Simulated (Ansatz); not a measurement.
# Li(100) with 4 thermally displaced layers, 2x2: scattering by thermal displacements

Aim: the resistivity of Li at 300 K from frozen thermal displacements between perfect leads. The measured value for the pure metal at this temperature is 9.55 µΩ cm (CRC Handbook of Chemistry and Physics, 84th ed., 2003, Electrical Resistivity of Pure Metals).

Program: Ansatz 0.2.0. Level of theory: Ansatz plane-wave DFT, PBE, PAW files; ballistic transport by layer matching (Landauer), zero bias; PAW set soft_1. Results are calculated unless marked as measured.

## Step 1: The starting structure

The cell holds 56 atoms: 56 Li. Cell: a = 7.020 Å, b = 7.020 Å, c = 24.570 Å, α = 90.0°, β = 90.0°, γ = 90.0°. It derives from Li. Regions: lead, 40 atoms (40 Li); scattering region, 16 atoms (16 Li). The structure is stacked along c, and the current runs across the ab planes.

## Step 2: With 4 displaced layers

Each atom of 4 layers is moved at random, by amounts drawn from a normal law 0.2347 Å wide in each direction from the Debye model (344 K) at 300 K. The layers about the cell's end stay perfect and serve as the lead. Disorder leaves little or no symmetry, which makes such runs dear. Energies from -0.05 to 0.05 eV in steps of 0.05 eV are too few for the program's thermal sum, so it prints no conductance; for a metal the transmission near the Fermi level serves, at a fraction of the cost.

Input file input.yaml:

```yaml
crystal:
  lattice:
    - [7.02, 0.0, 0.0]
    - [0.0, 7.02, 0.0]
    - [0.0, 0.0, 24.57]
  atoms:
    - { symbol: Li, position: [0.0, 0.0, 0.0357142857] }
    - { symbol: Li, position: [0.0, 0.5, 0.0357142857] }
    - { symbol: Li, position: [0.5, 0.0, 0.0357142857] }
    - { symbol: Li, position: [0.5, 0.5, 0.0357142857] }
    - { symbol: Li, position: [0.25, 0.25, 0.1071428571] }
    - { symbol: Li, position: [0.25, 0.75, 0.1071428571] }
    - { symbol: Li, position: [0.75, 0.25, 0.1071428571] }
    - { symbol: Li, position: [0.75, 0.75, 0.1071428571] }
    - { symbol: Li, position: [0.0, 0.0, 0.1785714286] }
    - { symbol: Li, position: [0.0, 0.5, 0.1785714286] }
    - { symbol: Li, position: [0.5, 0.0, 0.1785714286] }
    - { symbol: Li, position: [0.5, 0.5, 0.1785714286] }
    - { symbol: Li, position: [0.25, 0.25, 0.25] }
    - { symbol: Li, position: [0.25, 0.75, 0.25] }
    - { symbol: Li, position: [0.75, 0.25, 0.25] }
    - { symbol: Li, position: [0.75, 0.75, 0.25] }
    - { symbol: Li, position: [0.0, 0.0, 0.3214285714] }
    - { symbol: Li, position: [0.0, 0.5, 0.3214285714] }
    - { symbol: Li, position: [0.5, 0.0, 0.3214285714] }
    - { symbol: Li, position: [0.5, 0.5, 0.3214285714] }
    - { symbol: Li, position: [0.2511430915, 0.2954574467, 0.4045552583] }
    - { symbol: Li, position: [0.2329400267, 0.7400386412, 0.38781975] }
    - { symbol: Li, position: [0.7690464073, 0.248125721, 0.399991138] }
    - { symbol: Li, position: [0.688242456, 0.8023709772, 0.391936056] }
    - { symbol: Li, position: [0.0227455953, 0.9954344783, 0.4606646949] }
    - { symbol: Li, position: [0.0154821426, 0.527564146, 0.4623512185] }
    - { symbol: Li, position: [0.494892236, 0.0229234524, 0.4559725191] }
    - { symbol: Li, position: [0.4493729495, 0.5132045593, 0.4578806996] }
    - { symbol: Li, position: [0.1858014797, 0.2227855356, 0.5312479543] }
    - { symbol: Li, position: [0.2101102878, 0.7001057399, 0.5360642377] }
    - { symbol: Li, position: [0.7799957595, 0.2422062084, 0.5286117116] }
    - { symbol: Li, position: [0.7628706506, 0.7739777661, 0.5328486874] }
    - { symbol: Li, position: [0.01820868, 0.0348641604, 0.6051660803] }
    - { symbol: Li, position: [0.9728035254, 0.5116222373, 0.6095073291] }
    - { symbol: Li, position: [0.5367341888, 0.9570554382, 0.6008233575] }
    - { symbol: Li, position: [0.4719794088, 0.4420304982, 0.6083505166] }
    - { symbol: Li, position: [0.25, 0.25, 0.6785714286] }
    - { symbol: Li, position: [0.25, 0.75, 0.6785714286] }
    - { symbol: Li, position: [0.75, 0.25, 0.6785714286] }
    - { symbol: Li, position: [0.75, 0.75, 0.6785714286] }
    - { symbol: Li, position: [0.0, 0.0, 0.75] }
    - { symbol: Li, position: [0.0, 0.5, 0.75] }
    - { symbol: Li, position: [0.5, 0.0, 0.75] }
    - { symbol: Li, position: [0.5, 0.5, 0.75] }
    - { symbol: Li, position: [0.25, 0.25, 0.8214285714] }
    - { symbol: Li, position: [0.25, 0.75, 0.8214285714] }
    - { symbol: Li, position: [0.75, 0.25, 0.8214285714] }
    - { symbol: Li, position: [0.75, 0.75, 0.8214285714] }
    - { symbol: Li, position: [0.0, 0.0, 0.8928571429] }
    - { symbol: Li, position: [0.0, 0.5, 0.8928571429] }
    - { symbol: Li, position: [0.5, 0.0, 0.8928571429] }
    - { symbol: Li, position: [0.5, 0.5, 0.8928571429] }
    - { symbol: Li, position: [0.25, 0.25, 0.9642857143] }
    - { symbol: Li, position: [0.25, 0.75, 0.9642857143] }
    - { symbol: Li, position: [0.75, 0.25, 0.9642857143] }
    - { symbol: Li, position: [0.75, 0.75, 0.9642857143] }
kpoints:
  mp_grid: { grid: [3, 3, 1] }
hamiltonian:
  xc: pbe
  pseudopotentials: { kind: paw, azcp: { folder: soft_1 } }
scf:
  occupations: { method: fermi_dirac, width: 0.1 }
output:
  transmission: { leads: [[0, 4]], kmesh: [6, 6], e_range: [-0.05, 0.05], de: 0.05 }
  write_potential: true
  write_density: true
  volumetric_format: npy
```

On the command line:

```
> ansatz run input.yaml --threads 4 --pin off --max-ram 15360MiB --backend cpu --events-out ev --progress --plain --runs-dir out
```

Numbers of over 12 decimals in the logs are rounded to 6 here.

Log:

```text
Engine: ansatz 0.2.0, x86_64-unknown-linux-gnu
Pseudopotentials: kind: paw
Pseudopotential: Li, paw, valence charge 3, recommended cutoff 420 eV (normal), soft_1/Li.paw.azcp
Functional definition: PBE
  parameter kappa = 0.804
  parameter beta = 0.066725
  exchange = pbe_x(kappa = kappa, mu = beta*pi^2/3)
  correlation = pbe_c(beta = beta)
Crystal: 56 atoms, lattice volume = 1210.819 Å³
Basis set: ecut = 420 eV, 23719 PW (Γ)
Bands: 140, of which v1, the nominal top of the filled ones, is band 84 counted from 1 (83 counted from 0)
Symmetry: 1 space group operations
Space group: P1 (ITA 1), of the structure as read, at distance tolerance 1.1e-4 Å
k-points: 5 of 9 (time reversal used)
Non-local potential: Li, projectors of the file, l = 0: 3, l = 1: 2, l = 2: 1
PAW form: soft (Blöchl's): semilocal exchange-correlation on the pseudo side does not see the compensation charge
PAW one-centre angular grid: Li, 110 points (default); XC on 96 Gauss nodes
Initial density: superposition of atomic densities (chi_scale 0.1, normalization cell)
Initial wavefunctions: pseudopotential atomic-orbital guess
Functional: x = pbe(κ = 0.804, μ = 0.219515), c = pbe(β = 0.066725)
SCF iter   1: F=—  HF=-11462.685496 eV  |F-HF|=—  |Δ(HF+E_count)|=         —  Δρ=5.21e-3  dr2=2.43e0  ethr=3.10e-3  ⟨swp⟩=10.8  Hψ=4447  notcnv=0  defer=62
preconditioner: auto → Kerker (q_TF=auto, 1.963 Å⁻¹)  [metal: Δε(μ)=0.044 eV  Ē_g=3.812 eV  σ=0.100 eV  W_gap=0.11  n_scr=138 (ndim 8)  ℏωp=8.0 eV  f_vac=0.000  D(μ)=26.47/eV (n_scr^D=138)]
SCF iter   2: F=—  HF=-11462.044633 eV  |F-HF|=—  |Δ(HF+E_count)|=   6.41e-1  Δρ=3.64e-3  dr2=1.02e0  ethr=1.44e-3  ⟨swp⟩=2.0  Hψ=828  notcnv=0  defer=89
SCF iter   3: F=—  HF=-11461.824873 eV  |F-HF|=—  |Δ(HF+E_count)|=   2.20e-1  Δρ=6.40e-4  dr2=1.29e-1  ethr=6.05e-4  ⟨swp⟩=2.2  Hψ=852  notcnv=0  defer=114
SCF iter   4: F=—  HF=-11461.817455 eV  |F-HF|=—  |Δ(HF+E_count)|=   7.42e-3  Δρ=3.15e-4  dr2=4.17e-3  ethr=7.69e-5  ⟨swp⟩=1.0  Hψ=585  notcnv=0  defer=114
SCF iter   5: F=—  HF=-11461.816843 eV  |F-HF|=—  |Δ(HF+E_count)|=   6.12e-4  Δρ=1.11e-4  dr2=6.40e-4  ethr=2.48e-6  ⟨swp⟩=1.0  Hψ=632  notcnv=0  defer=114
SCF iter   6: F=—  HF=-11461.816725 eV  |F-HF|=—  |Δ(HF+E_count)|=   1.18e-4  Δρ=1.83e-5  dr2=3.72e-5  ethr=3.81e-7  ⟨swp⟩=2.0  Hψ=689  notcnv=0  defer=114
SCF iter   7: F=—  HF=-11461.816775 eV  |F-HF|=—  |Δ(HF+E_count)|=   5.00e-5  Δρ=3.25e-6  dr2=6.25e-7  ethr=2.21e-8  ⟨swp⟩=1.4  Hψ=676  notcnv=0  defer=115
SCF iter   8: F=-11461.816775 eV  HF=-11461.816775 eV  |F-HF|=6.22e-8  |Δ(HF+E_count)|=   1.63e-8  Δρ=6.46e-7  dr2=7.19e-8  ethr=5.95e-11  ⟨swp⟩=13.2  Hψ=3244  notcnv=0
SCF 1 converged in 8 iterations: F = -11461.816775 eV  dr2 = 7.19e-8
  greatest PAW one-centre occupation: 1.000 electrons in one spin orbital (limit 2), on the Li atom at site 25 (counted from 0), in its partial waves of l = 0
transmission: 72 of 640 steps passed
transmission: 132 of 640 steps passed
[...]
transmission: 640 of 640 steps passed
SCF converged after 8 iterations
Free energy (F): -11461.816775 eV
Harris-Foulkes:  -11461.816775 eV  (|F-HF|=6.22e-8)
Internal energy: -11460.953139 eV  (E = F + TS)
E sigma→0 (E₀):  -11461.384957 eV
Entropy (-TS):   -0.863637 eV (-15.422 meV/atom)
Fermi energy:    0.767560 eV
--- Per-component energies (eV) ---
  E_band       = -5163.188645
  E_kinetic    = 867.535352
  E_local      = -7995.262298  (includes V_loc(G=0)·N_el)
  E_nonlocal   = -1109.662727
  E_hartree    = 2315.664434
  E_xc         = -455.720722
  E_vxc        = -587.719798  (∫ρ·V_xc dr)
  E_paw        = -1344.425522  (= ΣΔE_a)
  E_vpaw       = -969.422347  (= ΣTr[D̂ρ^β])
  E_aug_tail   = 0.014383  (compensation charges beyond the density's cutoff)
  E_ewald      = -3739.096038
  E_smearing   = -0.863637  (= −TS)
  E_closure    = -0.000000  (closes the sum)
  Σ components = -11461.816775   (vs F -11461.816775, Δ=0.00e0)
--- Band table (eV; the first three rows and the last of 5) ---
  k-point 0: bands = [... 80 lower, 0.3665, 0.3807, 0.3988, 0.4186, 0.4470, 0.9041, 0.9094, 0.9201, ... 52 higher]
  k-point 1: bands = [... 80 lower, 0.6037, 0.6201, 0.6440, 0.6783, 0.7485, 0.7596, 0.7766, 0.7940, ... 52 higher]
  k-point 2: bands = [... 80 lower, 0.6035, 0.6222, 0.6312, 0.6487, 0.7467, 0.7583, 0.7857, 0.8184, ... 52 higher]
  k-point 4: bands = [... 80 lower, 0.2743, 0.2998, 0.8350, 0.8709, 1.0470, 1.0707, 1.3834, 1.4177, ... 52 higher]
--- Transmission ---
  basis      : 437 plane waves across, 32 finite elements along
  points     : 20, standing for a mesh of 6 x 6
  energies   : 3 from -0.050000 to 0.050000 eV about the Fermi level, 0.050000 eV apart; the leads are filled to 0.000000 eV, and channels, transmission and decay are at 0.000000 eV
  crystal 0  : Li4, at the sites [0, 4], period 1.7550 Å, over 17.55 Å; its Hamiltonian steps by up to 3.9 meV
    offset         : up to 0.0000 Å between an atom of the period and one for which it stands
    channels       : 4.916667e0 a spin
    conductance    : none, the energies end too early or step too widely for 300 K: set another output.transmission.e_range or a lower de, or, where they end at an eighth of basis.ecutwfc, a higher one
  junction   : crystal 0 to crystal 0, 0.70 to 23.51 Å
    transmission   : 4.445703e0 a spin
    conductance    : none, the energies end too early or step too widely for 300 K: set another output.transmission.e_range or a lower de, or, where they end at an eighth of basis.ecutwfc, a higher one
```

Wall time 5.1 min (4 threads of Intel Xeon Platinum 8559C (Emerald Rapids), shared host); peak memory 3.2 GiB.

In the SCF lines HF is the Harris–Foulkes energy and dr2 the Hartree energy of the density residual, in eV; the loop may stop once dr2 is under the threshold and the program's other checks hold. Hψ counts applications of the Hamiltonian.

This step gave:

| Quantity | Value |
| --- | --- |
| free energy | -11461.8168 eV |
| energy at zero smearing | -11461.3850 eV |
| Fermi energy | 0.7676 eV |
| cell area | 49.28 Å² |
| transmission per spin nearest the Fermi level | 4.446 |
| open channels per spin nearest the Fermi level | 4.917 |
| step of the lead's potential | 3.9 meV |

Per spin. Transmission, zone mean against energy, zero at the Fermi level:

```csv
energy (eV),"transmission, zone mean"
-0.0500,4.35
0.0000,4.45
0.0500,4.51
```

Per spin. The open channels, zone mean, lead by energy, zero at the Fermi level:

```csv
energy (eV),"open channels, zone mean, lead"
-0.0500,4.69
0.0000,4.92
0.0500,4.92
```

Transmission over k1 and k2. At 0.0000 eV from the Fermi level.

Ten even steps from '_' (3.92) to '@' (5.38):
```
____--@@::__
__..%%++##..
##**++++++**
__..##++%%..
____::@@--__
______@@____
```
Columns: k1 (b1) from -0.5 to 0.333; rows upwards: k2 (b2) from -0.5 to 0.333.

Open channels over k1 and k2. At 0.0000 eV from the Fermi level.

Ten even steps from '0' (4.00) to '9' (6.00):
```
005950
059595
995559
059595
005950
000900
```
Columns: k1 (b1) from -0.5 to 0.333; rows upwards: k2 (b2) from -0.5 to 0.333.

Over the solved energies the transmission per spin lies between 4.35 and 4.51, out of 4.84 channels of the lead on average (up to 4.92).

## Step 3: With 8 displaced layers

Each atom of 8 layers is moved at random, by amounts drawn from a normal law 0.2347 Å wide in each direction from the Debye model (344 K) at 300 K. A fresh draw is used; the growth of the resistance with length is what counts.

System of this step: Li(100) with 8 thermally displaced layers, 2x2. The cell holds 72 atoms: 72 Li. Cell: a = 7.020 Å, b = 7.020 Å, c = 31.590 Å, α = 90.0°, β = 90.0°, γ = 90.0°. It derives from Li. Regions: lead, 40 atoms (40 Li); scattering region, 32 atoms (32 Li). The structure is stacked along c, and the current runs across the ab planes.

Input file input.yaml:

```yaml
crystal:
  lattice:
    - [7.02, 0.0, 0.0]
    - [0.0, 7.02, 0.0]
    - [0.0, 0.0, 31.59]
  atoms:
    - { symbol: Li, position: [0.0, 0.0, 0.0277777778] }
    - { symbol: Li, position: [0.0, 0.5, 0.0277777778] }
    - { symbol: Li, position: [0.5, 0.0, 0.0277777778] }
    - { symbol: Li, position: [0.5, 0.5, 0.0277777778] }
    - { symbol: Li, position: [0.25, 0.25, 0.0833333333] }
    - { symbol: Li, position: [0.25, 0.75, 0.0833333333] }
    - { symbol: Li, position: [0.75, 0.25, 0.0833333333] }
    - { symbol: Li, position: [0.75, 0.75, 0.0833333333] }
    - { symbol: Li, position: [0.0, 0.0, 0.1388888889] }
    - { symbol: Li, position: [0.0, 0.5, 0.1388888889] }
    - { symbol: Li, position: [0.5, 0.0, 0.1388888889] }
    - { symbol: Li, position: [0.5, 0.5, 0.1388888889] }
    - { symbol: Li, position: [0.25, 0.25, 0.1944444444] }
    - { symbol: Li, position: [0.25, 0.75, 0.1944444444] }
    - { symbol: Li, position: [0.75, 0.25, 0.1944444444] }
    - { symbol: Li, position: [0.75, 0.75, 0.1944444444] }
    - { symbol: Li, position: [0.0, 0.0, 0.25] }
    - { symbol: Li, position: [0.0, 0.5, 0.25] }
    - { symbol: Li, position: [0.5, 0.0, 0.25] }
    - { symbol: Li, position: [0.5, 0.5, 0.25] }
    - { symbol: Li, position: [0.2676449165, 0.225301659, 0.3158496197] }
    - { symbol: Li, position: [0.2774775873, 0.770973697, 0.3085398642] }
    - { symbol: Li, position: [0.7819487971, 0.2054708497, 0.3101164798] }
    - { symbol: Li, position: [0.7701513112, 0.6909037556, 0.3081336652] }
    - { symbol: Li, position: [0.9916282143, 0.0261269282, 0.3578492889] }
    - { symbol: Li, position: [0.9993901936, 0.5114618002, 0.3546013048] }
    - { symbol: Li, position: [0.5200115642, 0.9964909967, 0.3647697972] }
    - { symbol: Li, position: [0.4825545552, 0.5363125855, 0.3656071968] }
    - { symbol: Li, position: [0.2440484812, 0.2711268327, 0.4260254715] }
    - { symbol: Li, position: [0.3098804286, 0.6973940847, 0.4232275116] }
    - { symbol: Li, position: [0.7655476118, 0.2468621591, 0.409188086] }
    - { symbol: Li, position: [0.7920288198, 0.7078190908, 0.4208785422] }
    - { symbol: Li, position: [0.0435224873, 0.9465217776, 0.4699747971] }
    - { symbol: Li, position: [0.9562318357, 0.5081589238, 0.4834726157] }
    - { symbol: Li, position: [0.5676490949, 0.9405562135, 0.4679508879] }
    - { symbol: Li, position: [0.5235200746, 0.5527996897, 0.4753514241] }
    - { symbol: Li, position: [0.2250555425, 0.2599333438, 0.5276543126] }
    - { symbol: Li, position: [0.2431887849, 0.7254460443, 0.5306547562] }
    - { symbol: Li, position: [0.7602926619, 0.2468914663, 0.5261308433] }
    - { symbol: Li, position: [0.7070442124, 0.733746759, 0.5367405725] }
    - { symbol: Li, position: [0.9936294852, 0.9518697684, 0.5932469976] }
    - { symbol: Li, position: [0.0177271963, 0.5704750337, 0.5837977404] }
    - { symbol: Li, position: [0.4845755449, 0.9516040811, 0.5931682165] }
    - { symbol: Li, position: [0.5859008229, 0.4725554891, 0.5785260763] }
    - { symbol: Li, position: [0.2699310679, 0.2222408887, 0.6368788928] }
    - { symbol: Li, position: [0.2383046462, 0.756417339, 0.6470223678] }
    - { symbol: Li, position: [0.7507377372, 0.2807198987, 0.6357695064] }
    - { symbol: Li, position: [0.760958567, 0.6785174101, 0.6281171284] }
    - { symbol: Li, position: [0.0266080213, 0.9802708341, 0.6987526709] }
    - { symbol: Li, position: [0.0181310018, 0.5442048387, 0.7004757993] }
    - { symbol: Li, position: [0.5339988334, 0.9962667382, 0.6892568375] }
    - { symbol: Li, position: [0.4755434055, 0.4836843011, 0.6860508689] }
    - { symbol: Li, position: [0.25, 0.25, 0.75] }
    - { symbol: Li, position: [0.25, 0.75, 0.75] }
    - { symbol: Li, position: [0.75, 0.25, 0.75] }
    - { symbol: Li, position: [0.75, 0.75, 0.75] }
    - { symbol: Li, position: [0.0, 0.0, 0.8055555556] }
    - { symbol: Li, position: [0.0, 0.5, 0.8055555556] }
    - { symbol: Li, position: [0.5, 0.0, 0.8055555556] }
    - { symbol: Li, position: [0.5, 0.5, 0.8055555556] }
    - { symbol: Li, position: [0.25, 0.25, 0.8611111111] }
    - { symbol: Li, position: [0.25, 0.75, 0.8611111111] }
    - { symbol: Li, position: [0.75, 0.25, 0.8611111111] }
    - { symbol: Li, position: [0.75, 0.75, 0.8611111111] }
    - { symbol: Li, position: [0.0, 0.0, 0.9166666667] }
    - { symbol: Li, position: [0.0, 0.5, 0.9166666667] }
    - { symbol: Li, position: [0.5, 0.0, 0.9166666667] }
    - { symbol: Li, position: [0.5, 0.5, 0.9166666667] }
    - { symbol: Li, position: [0.25, 0.25, 0.9722222222] }
    - { symbol: Li, position: [0.25, 0.75, 0.9722222222] }
    - { symbol: Li, position: [0.75, 0.25, 0.9722222222] }
    - { symbol: Li, position: [0.75, 0.75, 0.9722222222] }
kpoints:
  mp_grid: { grid: [3, 3, 1] }
hamiltonian:
  xc: pbe
  pseudopotentials: { kind: paw, azcp: { folder: soft_1 } }
scf:
  occupations: { method: fermi_dirac, width: 0.1 }
output:
  transmission: { leads: [[0, 4]], kmesh: [6, 6], e_range: [-0.05, 0.05], de: 0.05 }
  write_potential: true
  write_density: true
  volumetric_format: npy
```

Log:

```text
[...]
Crystal: 72 atoms, lattice volume = 1556.768 Å³
Basis set: ecut = 420 eV, 30501 PW (Γ)
Bands: 180, of which v1, the nominal top of the filled ones, is band 108 counted from 1 (107 counted from 0)
Symmetry: 1 space group operations
[...]
k-points: 5 of 9 (time reversal used)
[...]
SCF iter   1: F=—  HF=-14737.149784 eV  |F-HF|=—  |Δ(HF+E_count)|=         —  Δρ=7.44e-3  dr2=9.60e0  ethr=3.10e-3  ⟨swp⟩=11.2  Hψ=5723  notcnv=0  defer=84
[...]
SCF iter   9: F=-14735.246488 eV  HF=-14735.246488 eV  |F-HF|=3.39e-9  |Δ(HF+E_count)|=   2.24e-8  Δρ=2.35e-7  dr2=4.94e-9  ethr=4.63e-11  ⟨swp⟩=2.0  Hψ=1439  notcnv=0
SCF 1 converged in 9 iterations: F = -14735.246488 eV  dr2 = 4.94e-9
[...]
transmission: 81 of 800 steps passed
transmission: 165 of 800 steps passed
[...]
transmission: 800 of 800 steps passed
SCF converged after 9 iterations
Free energy (F): -14735.246488 eV
[...]
Internal energy: -14734.209770 eV  (E = F + TS)
E sigma→0 (E₀):  -14734.728129 eV
Entropy (-TS):   -1.036718 eV (-14.399 meV/atom)
Fermi energy:    0.757987 eV
[...]
--- Band table (eV; the first three rows and the last of 5) ---
  k-point 0: bands = [... 104 lower, 0.5088, 0.5374, 0.5410, 0.5645, 0.5754, 0.5849, 0.5953, 0.9408, ... 68 higher]
  k-point 1: bands = [... 104 lower, 0.6586, 0.6650, 0.6786, 0.7082, 0.7913, 0.8136, 0.8309, 0.8385, ... 68 higher]
  k-point 2: bands = [... 104 lower, 0.6554, 0.6710, 0.6846, 0.7113, 0.7973, 0.8349, 0.8451, 0.8556, ... 68 higher]
  k-point 4: bands = [... 104 lower, 0.4360, 0.4627, 0.6779, 0.7162, 1.1102, 1.1522, 1.2519, 1.2798, ... 68 higher]
--- Transmission ---
  basis      : 437 plane waves across, 40 finite elements along
  points     : 20, standing for a mesh of 6 x 6
[...]
channels       : 4.916667e0 a spin
[...]
junction   : crystal 0 to crystal 0, 0.70 to 30.53 Å
    transmission   : 4.029065e0 a spin
[...]
```

Run time: 6.6 min. Hardware: 4 threads; peak memory 5 GiB; 21 min of CPU time.

This step gave:

```yaml
free_energy: -14735.2465 eV
energy_at_zero_smearing: -14734.7281 eV
fermi_energy: 0.7580 eV
transmission_per_spin_nearest_the_fermi_level: 4.029
step_of_the_lead_s_potential: 10.9 meV
```

Per spin. The transmission, zone mean by energy, zero at the Fermi level:

```csv
energy (eV),"transmission, zone mean"
-0.0500,3.95
0.0000,4.03
0.0500,4.11
```

Over the solved energies the transmission per spin lies between 3.95 and 4.11, out of 4.84 channels of the lead on average (up to 4.92).

(Part 1 of 2 ends here.)

[Logs are printed without paths, hosts, clocks, repeated set-up lines and the standing remarks that a program may print on its own settings, such as how far it seeks lower states.]

[Hosts, paths, dates, database ids (printed as entryN), source tags and the programs' standing remarks are cut or masked in the printed files.]
